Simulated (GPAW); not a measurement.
# How SiO2 (Stishovite) absorbs and reflects light

Aim: the dielectric function of SiO2 (Stishovite), and the optical constants that follow from it.

Main program and level: GPAW 26.7.0; DFT, LDA, plane-wave PAW (GPAW data sets), scalar-relativistic, RPA, optical limit.

Report form: the programs' logs are mostly left out.

## (1) The structure

It takes space group P4_2/mnm (No. 136, tetragonal). Conventional cell: a = 4.177 Å, b = 4.177 Å, c = 2.665 Å, α = 90.00°, β = 90.00°, γ = 90.00°. Nearest to Si lie 6 O at 1.76 to 1.81 Å. Nearest to O lie 3 Si at 1.76 to 1.81 Å. Farther neighbours and most contacts between anions are not listed.

## (2) Ground state

First the ground state: is it a metal or has it a gap?

This step: DFT, LDA, plane-wave PAW (GPAW data sets), scalar-relativistic, ground state (GPAW 26.7.0).

Contents of gs.py:

```python
from ase import Atoms
from ase.dft.bandgap import bandgap
from gpaw import GPAW, PW, FermiDirac

atoms = Atoms(['Si', 'Si', 'O', 'O', 'O', 'O'],
              cell=[[4.177300000000, 0.000000000000, 0.000000000000],
                    [0.000000000000, 4.177300000000, 0.000000000000],
                    [0.000000000000, 0.000000000000, 2.665200000000]],
              scaled_positions=[[0.500000000000, 0.500000000000, 0.500000000000],
                                [0.000000000000, 0.000000000000, 0.000000000000],
                                [0.805900000000, 0.194100000000, 0.500000000000],
                                [0.694100000000, 0.694100000000, 0.000000000000],
                                [0.194100000000, 0.805900000000, 0.500000000000],
                                [0.305900000000, 0.305900000000, 0.000000000000]],
              pbc=[True, True, True])
atoms.calc = GPAW(mode=PW(500), xc='LDA', kpts={'size': (6, 6, 8), 'gamma': True},
                  occupations=FermiDirac(0.05), maxiter=150, txt='gs.txt')
print('energy (eV)', atoms.get_potential_energy())
print('Fermi level (eV)', atoms.calc.get_fermi_level())
print('valence electrons', atoms.calc.get_number_of_electrons())
print('gap (eV)', bandgap(atoms.calc, output=None)[0])
print('direct gap (eV)', bandgap(atoms.calc, direct=True, output=None)[0])
atoms.calc.write('gs.gpw')
```

Launch:

```sh
> OMP_NUM_THREADS=1 python gs.py
```

Run time: 49 s. Hardware: 1 thread of Arm Neoverse N1, shared host; peak memory 0.18 GiB.

Read-outs, printed or worked out from the files:

```
energy                 : -50.8161 eV
Fermi energy           : 9.638 eV
gap on the k-mesh      : 5.609 eV
direct gap on the mesh : 5.609 eV
electrons              : 32
```

There is a gap, 5.61 eV on this mesh (points off the mesh can give less), so no carriers' term is needed.

## (3) Bands for the response

The response needs many more empty bands than the density does.

This step: DFT, LDA, plane-wave PAW (GPAW data sets), scalar-relativistic, bands at fixed density (GPAW 26.7.0).

Contents of nscf.py:

```python
from ase.dft.bandgap import bandgap
from gpaw import GPAW, FermiDirac

calc = GPAW('gs.gpw').fixed_density(kpts={'size': (7, 7, 11), 'gamma': True}, nbands=58, convergence={'bands': 52},
                                    occupations=FermiDirac(0.001), txt='nscf.txt')
print('gap (eV)', bandgap(calc, output=None)[0])
print('direct gap (eV)', bandgap(calc, direct=True, output=None)[0])
print('top band over the Fermi level (eV)', min(calc.get_eigenvalues(kpt=k)[51] for k in range(len(calc.get_ibz_k_points()))) - calc.get_fermi_level())
calc.write('full.gpw', mode='all')
```

Launch:

```sh
> OMP_NUM_THREADS=1 python nscf.py
```

Run time: 4.1 min. Hardware: 1 thread; peak memory 0.29 GiB.

## (4) Dielectric function, RPA

Local fields let the induced charge screen the field inside the cell, which as a rule lowers ε, most along directions where the density is uneven.

This step: DFT, LDA, plane-wave PAW (GPAW data sets), scalar-relativistic, RPA, optical limit (GPAW 26.7.0).

Contents of df.py:

```python
from gpaw.response.df import DielectricFunction

df = DielectricFunction('full.gpw', frequencies={'type': 'nonlinear', 'domega0': 0.03, 'omega2': 8},
                        ecut=50,
                        eta=0.15,
                        nbands=52,
                        txt='df.txt')
for direction in ['x', 'z']:
    df.get_dielectric_function(xc='RPA', direction=direction, filename=f'df_{direction}.csv')
```

Launch:

```sh
> OMP_NUM_THREADS=1 python df.py
```

The job ended after 38 s (1 thread; peak memory 0.24 GiB).

This step gave:

```
electronic dielectric constant ε∞, mean over x, y and z (by symmetry where fewer were run) : 3.352
```

Some rows of df_x.csv (energy; Re and Im without local fields; Re and Im with them):

```text
0.000000, 3.418822, -0.000000, 3.299618, -0.000000
0.429336, 3.421375, 0.001787, 3.302069, 0.001717
0.878195, 3.429552, 0.003691, 3.309925, 0.003547
1.347938, 3.444319, 0.005764, 3.324116, 0.005542
1.840057, 3.466961, 0.008080, 3.345894, 0.007775
2.356191, 3.499236, 0.010745, 3.376974, 0.010355
2.898142, 3.543617, 0.013924, 3.419784, 0.013446
3.467895, 3.603729, 0.017894, 3.477911, 0.017329
4.067647, 3.685223, 0.023164, 3.556988, 0.022526
4.699832, 3.797759, 0.030844, 3.666752, 0.030183
5.367152, 3.960992, 0.044280, 3.827252, 0.043773
6.072622, 4.230460, 0.092056, 4.096157, 0.092510
6.819608, 4.581659, 0.387368, 4.451229, 0.402737
7.611886, 4.694248, 0.769535, 4.543026, 0.817187
8.453705, 5.077129, 0.962779, 4.878439, 1.016659
9.349861, 5.269225, 1.870051, 5.061380, 1.954866
10.305790, 4.894080, 2.199378, 4.415437, 2.381444
11.327680, 5.571372, 3.201112, 4.874116, 3.035681
12.422601, 3.979033, 4.820898, 3.383118, 4.445959
13.598673, 3.674761, 5.328936, 3.221057, 4.387551
```

The Im ε has structure finer than the step of the table below, so its rows give means over 0.5 eV, whole bins alone (the curve runs from 0 to 14.0 eV). Peaks (eV: height): E ∥ x 12.10: 4.80, 13.77: 5.01; E ∥ z 12.34: 8.66.

Values under the direct gap are tails of Lorentzian lines. The Im ε by photon energy; means over each step:

| photon energy (eV) | E ∥ x | E ∥ z |
| --- | --- | --- |
| 0.5 | 0.00200 | 0.00202 |
| 1.0 | 0.00406 | 0.00409 |
| 1.5 | 0.00622 | 0.00624 |
| 2.0 | 0.00855 | 0.00853 |
| 2.5 | 0.0111 | 0.0110 |
| 3.0 | 0.0141 | 0.0138 |
| 3.5 | 0.0176 | 0.0169 |
| 4.0 | 0.0219 | 0.0205 |
| 4.5 | 0.0275 | 0.0249 |
| 5.0 | 0.0354 | 0.0302 |
| 5.5 | 0.0486 | 0.0370 |
| 6.0 | 0.0856 | 0.0464 |
| 6.5 | 0.231 | 0.0614 |
| 7.0 | 0.474 | 0.0855 |
| 7.5 | 0.723 | 0.182 |
| 8.0 | 0.778 | 0.372 |
| 8.5 | 1.02 | 0.698 |
| 9.0 | 1.58 | 1.17 |
| 9.5 | 2.22 | 1.60 |
| 10.0 | 2.51 | 2.04 |
| 10.5 | 2.42 | 2.80 |
| 11.0 | 2.58 | 3.39 |
| 11.5 | 3.17 | 5.72 |
| 12.0 | 4.43 | 7.02 |
| 12.5 | 4.43 | 7.93 |
| 13.0 | 4.22 | 6.85 |
| 13.5 | 4.24 | 5.11 |

Table of Re ε by photon energy:

| photon energy (eV) | E ∥ x | E ∥ z |
| --- | --- | --- |
| 0.0 | 3.30 | 3.46 |
| 0.5 | 3.30 | 3.46 |
| 1.0 | 3.31 | 3.47 |
| 1.5 | 3.33 | 3.49 |
| 2.0 | 3.35 | 3.51 |
| 2.5 | 3.39 | 3.54 |
| 3.0 | 3.43 | 3.58 |
| 3.5 | 3.48 | 3.64 |
| 4.0 | 3.55 | 3.70 |
| 4.5 | 3.63 | 3.77 |
| 5.0 | 3.73 | 3.86 |
| 5.5 | 3.87 | 3.97 |
| 6.0 | 4.06 | 4.11 |
| 6.5 | 4.29 | 4.28 |
| 7.0 | 4.44 | 4.51 |
| 7.5 | 4.56 | 4.84 |
| 8.0 | 4.67 | 5.21 |
| 8.5 | 4.89 | 5.43 |
| 9.0 | 5.31 | 6.05 |
| 9.5 | 5.16 | 5.85 |
| 10.0 | 4.40 | 6.24 |
| 10.5 | 4.46 | 6.16 |
| 11.0 | 4.60 | 6.75 |
| 11.5 | 4.74 | 6.98 |
| 12.0 | 4.64 | 6.02 |
| 12.5 | 3.32 | 2.29 |
| 13.0 | 2.91 | 1.09 |
| 13.5 | 3.14 | 0.321 |

Values under the direct gap are tails of Lorentzian lines. Table of loss function −Im 1/ε at q → 0 by energy loss; read off at these points:

| energy loss (eV) | E ∥ x | E ∥ z |
| --- | --- | --- |
| 0.00 | 0 | 0 |
| 0.50 | 1.8e-4 | 1.7e-4 |
| 1.00 | 3.7e-4 | 3.4e-4 |
| 1.50 | 5.6e-4 | 5.1e-4 |
| 2.00 | 7.6e-4 | 6.9e-4 |
| 2.50 | 9.7e-4 | 8.8e-4 |
| 3.00 | 0.00120 | 0.00107 |
| 3.50 | 0.00145 | 0.00128 |
| 4.00 | 0.00174 | 0.00150 |
| 4.50 | 0.00208 | 0.00174 |
| 5.00 | 0.00253 | 0.00202 |
| 5.50 | 0.00321 | 0.00234 |
| 6.00 | 0.00498 | 0.00273 |
| 6.50 | 0.0138 | 0.00338 |
| 7.00 | 0.0228 | 0.00409 |
| 7.50 | 0.0318 | 0.00817 |
| 8.00 | 0.0347 | 0.0139 |
| 8.50 | 0.0419 | 0.0239 |
| 9.00 | 0.0531 | 0.0302 |
| 9.50 | 0.0689 | 0.0444 |
| 10.00 | 0.0980 | 0.0485 |
| 10.50 | 0.0949 | 0.0621 |
| 11.00 | 0.0933 | 0.0585 |
| 11.50 | 0.0971 | 0.0708 |
| 12.00 | 0.108 | 0.0823 |
| 12.50 | 0.145 | 0.118 |
| 13.00 | 0.161 | 0.147 |
| 13.34 | 0.170 | 0.177 |
| 13.50 | 0.154 | 0.200 |
| 13.69 | 0.148 | 0.214 |

Refractive index n and extinction k against photon energy:

| photon energy (eV) | n, E ∥ x | k, E ∥ x | n, E ∥ z | k, E ∥ z |
| --- | --- | --- | --- | --- |
| 0 | 1.82 | 0 | 1.86 | 0 |
| 1 | 1.82 | 0.00111 | 1.86 | 0.00110 |
| 2 | 1.83 | 0.00233 | 1.87 | 0.00227 |
| 3 | 1.85 | 0.00380 | 1.89 | 0.00363 |
| 4 | 1.88 | 0.00580 | 1.92 | 0.00533 |
| 5 | 1.93 | 0.00912 | 1.97 | 0.00766 |
| 6 | 2.02 | 0.0204 | 2.03 | 0.0114 |
| 7 | 2.11 | 0.108 | 2.12 | 0.0196 |
| 8 | 2.17 | 0.179 | 2.28 | 0.0831 |
| 9 | 2.33 | 0.351 | 2.47 | 0.232 |
| 10 | 2.18 | 0.580 | 2.53 | 0.415 |
| 11 | 2.22 | 0.585 | 2.67 | 0.619 |
| 12 | 2.37 | 0.982 | 2.75 | 1.25 |
| 13 | 2.00 | 1.05 | 1.98 | 1.68 |

The Im ε, E ∥ x has structure finer than the step of the table below, so its rows give means over 0.5 eV, whole bins alone (the curve runs from 0 to 14.0 eV). Peaks (eV: height): without local fields 13.77: 6.08; with local fields 12.10: 4.80, 13.77: 5.01.

Values under the direct gap are tails of Lorentzian lines. Table of Im ε, E ∥ x by photon energy; means over each step:

| photon energy (eV) | without local fields | with local fields |
| --- | --- | --- |
| 0.5 | 0.00209 | 0.00200 |
| 1.0 | 0.00422 | 0.00406 |
| 1.5 | 0.00647 | 0.00622 |
| 2.0 | 0.00889 | 0.00855 |
| 2.5 | 0.0116 | 0.0111 |
| 3.0 | 0.0146 | 0.0141 |
| 3.5 | 0.0182 | 0.0176 |
| 4.0 | 0.0225 | 0.0219 |
| 4.5 | 0.0282 | 0.0275 |
| 5.0 | 0.0360 | 0.0354 |
| 5.5 | 0.0490 | 0.0486 |
| 6.0 | 0.0851 | 0.0856 |
| 6.5 | 0.224 | 0.231 |
| 7.0 | 0.452 | 0.474 |
| 7.5 | 0.682 | 0.723 |
| 8.0 | 0.732 | 0.778 |
| 8.5 | 0.974 | 1.02 |
| 9.0 | 1.54 | 1.58 |
| 9.5 | 2.11 | 2.22 |
| 10.0 | 2.30 | 2.51 |
| 10.5 | 2.28 | 2.42 |
| 11.0 | 2.61 | 2.58 |
| 11.5 | 3.41 | 3.17 |
| 12.0 | 4.85 | 4.43 |
| 12.5 | 4.86 | 4.43 |
| 13.0 | 4.89 | 4.22 |
| 13.5 | 5.16 | 4.24 |

From ε follow the optical constants at some laser and lamp lines:

| wavelength (nm) | n x | k x | R (%) x | 1/α x | n z | k z | R (%) z | 1/α z |
| --- | --- | --- | --- | --- | --- | --- | --- | --- |
| 800 | 1.83 | 0.002 | 8.5 | 36 µm | 1.87 | 0.002 | 9.2 | 37 µm |
| 633 | 1.83 | 0.002 | 8.6 | 22 µm | 1.87 | 0.002 | 9.2 | 23 µm |
| 450 | 1.85 | 0.003 | 8.8 | 11 µm | 1.89 | 0.003 | 9.4 | 11 µm |
| 365 | 1.86 | 0.005 | 9.1 | 6.4 µm | 1.90 | 0.004 | 9.7 | 6.8 µm |
| 308 | 1.88 | 0.006 | 9.4 | 4.2 µm | 1.92 | 0.005 | 10.0 | 4.6 µm |
| 248 | 1.93 | 0.009 | 10.1 | 2.2 µm | 1.97 | 0.008 | 10.6 | 2.6 µm |
| 193 | 2.07 | 0.053 | 12.2 | 287 nm | 2.06 | 0.014 | 12.0 | 1.1 µm |

Below the direct gap, k and the depth come from the tails of the Lorentzian lines, not from transitions.

Rows near the edge hang on the gap, which this functional as a rule makes too small, and phonon-assisted absorption is left out.

## (5) Summary of results

| Property | Result |
| --- | --- |
| electronic dielectric constant ε∞, mean over x, y and z (by symmetry where fewer were run) (RPA) | 3.35 |

**Reading.** At this level (LDA, RPA) SiO2 has a mean ε∞ = 3.35 and n = 1.82 at 1550 nm (E ∥ x). On the mesh the gap is 5.61 eV and the least direct gap 5.61 eV. Local fields change the static value along x from 3.42 to 3.30 (-3 %). Distinct maxima of Im ε, read by a parabola through the highest points, lie at 9.75 eV (2.6), 12.11 eV (4.8) and 13.81 eV (5.0) for E ∥ x. The static values by axis are 3.30 (x), 3.46 (z). Excitons and phonon-assisted transitions are missing; LDA gaps are as a rule too small, which pulls the onset down and ε∞ up. The sum runs over mesh points, so small or evenly spaced maxima can still be ripples of the mesh. In this version of GPAW the matrix elements of the optical limit are incomplete, which can lower ε − 1 by up to a tenth where first-row anions or d states rule, and shift it by more in d metals.

[Machine, clock and banner lines and Python warnings are left out of the logs.]

[Logs are printed without paths, hosts, clocks, repeated set-up lines and the standing remarks that a program may print on its own settings, such as how far it seeks lower states.]

[Hosts, paths, dates, database ids (printed as entryN), source tags and the programs' standing remarks are cut or masked in the printed files.]
